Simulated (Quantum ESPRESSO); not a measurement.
# BaLiF3 (Pm-3m): modes at Γ and the response to a field, part 3 of 3

Which modes does BaLiF3 (Pm-3m) have at the zone centre?

Quantum ESPRESSO 7.5; DFT LDA, scalar-relativistic, plane waves, PseudoDojo norm-conserving pseudopotentials.

So far. Step 5 (Linear response at Γ): The acoustic modes at Γ come out as far as 1.1 cm⁻¹ from zero, where they should vanish, a small numerical error; the Born charges miss their sum rule by 3.4e-4 e, which is good. Step 6 (Modes with the sum rule): The rule moves no optical mode by more than 0.1 cm⁻¹. The relaxed cell has a = 3.892 Å (conventional setting).

### 7. Sum rules set otherwise (asr crystal) (continued)

Zone-centre frequencies as printed; negative means imaginary. Modes:

```
mode  frequency (cm⁻¹)
   1                 0
   2                 0
   3                 0
   4             152.2
   5             152.2
   6             152.2
   7             203.8
   8             203.8
   9             203.8
  10             328.3
  11             328.3
  12             328.3
  13             404.9
  14             404.9
  15             404.9
```

Against the first rule no mode moves by more than 0.1 cm⁻¹.

### 8. Sum rules set otherwise: a sum rule for molecules or wires on a crystal

This rule also removes rotations, which suits molecules and not a crystal; it is tried to see the harm.

Contents of dynmat.in:

```
&input
   fildyn = 'g.dyn'
   asr = 'zero-dim'
   fileig = 'dynmat.eig'
   lperm = .true.
/
```

Started as:

```
> dynmat.x -in dynmat.in > dynmat.out
```

Log:

```text
[banner, memory and clock lines left out]
Program DYNMAT v.7.5

     Reading Dynamical Matrix from file g.dyn
     ...Force constants read
     ...epsilon and Z* read
     Acoustic Sum Rule: || Z*(ASR) - Z*(orig)|| =    2.090710E+00
     Acoustic Sum Rule: ||dyn(ASR) - dyn(orig)||=    1.638242E-01
     A direction for q was not specified:TO-LO splitting will be absent

     Polarizability (A^3 units)
     multiply by 0.636015 for Clausius-Mossotti correction
         8.057470    0.000000    0.000000
         0.000000    8.057470    0.000000
         0.000000    0.000000    8.057470

     IR activities are in (D/A)^2/amu units

# mode   [cm-1]    [THz]      IR
    1     -0.00   -0.0000    0.0000
    2     -0.00   -0.0000    0.0000
    3     -0.00   -0.0000    0.0000
    4     -0.00   -0.0000    0.0000
    5      0.00    0.0000    0.0000
    6      0.00    0.0000    0.0000
    7    152.20    4.5629    5.1996
    8    195.12    5.8495    3.9258
    9    195.12    5.8495    3.9258
   10    275.54    8.2606    6.3128
   11    275.54    8.2606    6.3128
   12    328.27    9.8413    0.8118
   13    394.04   11.8130    6.3514
   14    394.04   11.8130    6.3514
   15    404.85   12.1371    4.9826

Electronic dielectric permittivity tensor (relative, adimensional)
         2.716871    0.000000    0.000000
         0.000000    2.716871    0.000000
         0.000000    0.000000    2.716871

 ... with zone-center polar mode contributions
        11.357015    0.424579    0.424579
         0.424579   11.357015    0.424579
         0.424579    0.424579   11.357015

[end of the log left out, with the tail of the file of modes that dynmat.x writes under the same name]
```

Wall time 0.67 s (1 thread of Intel Xeon at 2.70GHz, shared host).

The run ended normally, but on settings that are not sound.

The fault: a sum rule for molecules or wires on a crystal; 3 optical modes are projected out to zero frequency, as if they were rotations, and the static dielectric tensor is spoilt.

For a crystal the rule has to be 'simple' or 'crystal'.

Zone-centre frequencies as printed; negative means imaginary. Modes:

```
mode  frequency (cm⁻¹)
   1                 0
   2                 0
   3                 0
   4                 0
   5                 0
   6                 0
   7             152.2
   8             195.1
   9             195.1
  10             275.5
  11             275.5
  12             328.3
  13               394
  14               394
  15             404.9
```

### 9. Modes along a direction of q (1 0 0)

A longitudinal polar mode sets up a macroscopic field that stiffens it; the term hangs on the direction from which q goes to zero.

Contents of dynmat.in:

```
&input
   fildyn = 'g.dyn'
   asr = 'simple'
   fileig = 'dynmat.eig'
   q(1) = 1.0
   q(2) = 0.0
   q(3) = 0.0
/
```

Started as:

```
> dynmat.x -in dynmat.in > dynmat.out
```

Log:

```text
[banner, memory and clock lines left out]
Program DYNMAT v.7.5

     Reading Dynamical Matrix from file g.dyn
     ...Force constants read
     ...epsilon and Z* read

     Polarizability (A^3 units)
     multiply by 0.636015 for Clausius-Mossotti correction
         8.057470    0.000000    0.000000
         0.000000    8.057470    0.000000
         0.000000    0.000000    8.057470

     IR activities are in (D/A)^2/amu units

# mode   [cm-1]    [THz]      IR
    1     -0.00   -0.0000    0.0000
    2     -0.00   -0.0000    0.0000
    3      0.00    0.0000    0.0000
    4    152.20    4.5628    5.1996
    5    152.20    4.5628    5.1996
    6    203.80    6.1099    0.0000
    7    203.80    6.1099    0.0000
    8    203.80    6.1099    0.0000
    9    245.42    7.3574    1.2248
   10    328.27    9.8413    0.8122
   11    328.27    9.8413    0.8122
   12    338.48   10.1474    0.2795
   13    404.82   12.1361    4.9822
   14    404.82   12.1361    4.9822
   15    516.08   15.4718    9.4897

[end of the log left out, with the tail of the file of modes that dynmat.x writes under the same name]
```

It took 0.68 s on 1 thread.

Numbers from this step:

```
highest mode moved by the LO-TO term : 516.1 cm⁻¹
```

Zone-centre frequencies as printed; negative means imaginary. Modes:

```
mode  frequency (cm⁻¹)
   1                 0
   2                 0
   3                 0
   4             152.2
   5             152.2
   6             203.8
   7             203.8
   8             203.8
   9             245.4
  10             328.3
  11             328.3
  12             338.5
  13             404.8
  14             404.8
  15             516.1
```

The field moves 3 modes; the highest of them now lies at 516 cm⁻¹, where the highest that moved away lay at 405.

### 10. Results

| Item | Value |
| --- | --- |
| space group after relaxation | Pm-3m |
| volume per atom | 11.8 Å³ |
| gap on the k-mesh | 6.65 eV |
| highest optical zone-centre mode (no LO-TO term) | 404.8 cm⁻¹ |
| lowest optical zone-centre mode | 152.2 cm⁻¹ |
| highest mode moved by the LO-TO term | 516.1 cm⁻¹ |
| mean high-frequency dielectric constant | 2.72 |
| largest Born charge in size (third of the trace) | 2.78 e |
| mean static dielectric constant | 12.2 |
| imaginary optical modes at the zone centre (no q mesh in this session) | none |

**Reading.** At the LDA level the optical modes of BaLiF3 (Pm-3m) at the zone centre (no LO-TO term) run from 152 to 405 cm⁻¹. Along the directions run, the highest mode that the macroscopic field moves lies at 516 cm⁻¹. Lattice motion raises the mean dielectric constant from 2.717 to 12.21. Of the 12 optical modes, 9 are infrared active alone and 3 are silent. These are harmonic frequencies at zero temperature: anharmonic shifts and linewidths and thermal expansion are left out. Spin-orbit coupling is left out, which can matter for the heavy elements here. The structure comes from a database and need not be the phase that is stable at ambient conditions.

[Host names and launcher messages were left out of these logs when they were recorded.]

[Logs are printed without paths, hosts, clocks, repeated set-up lines and the standing remarks that a program may print on its own settings, such as how far it seeks lower states.]

[Hosts, paths, dates, database ids (printed as entryN), source tags and the programs' standing remarks are cut or masked in the printed files.]
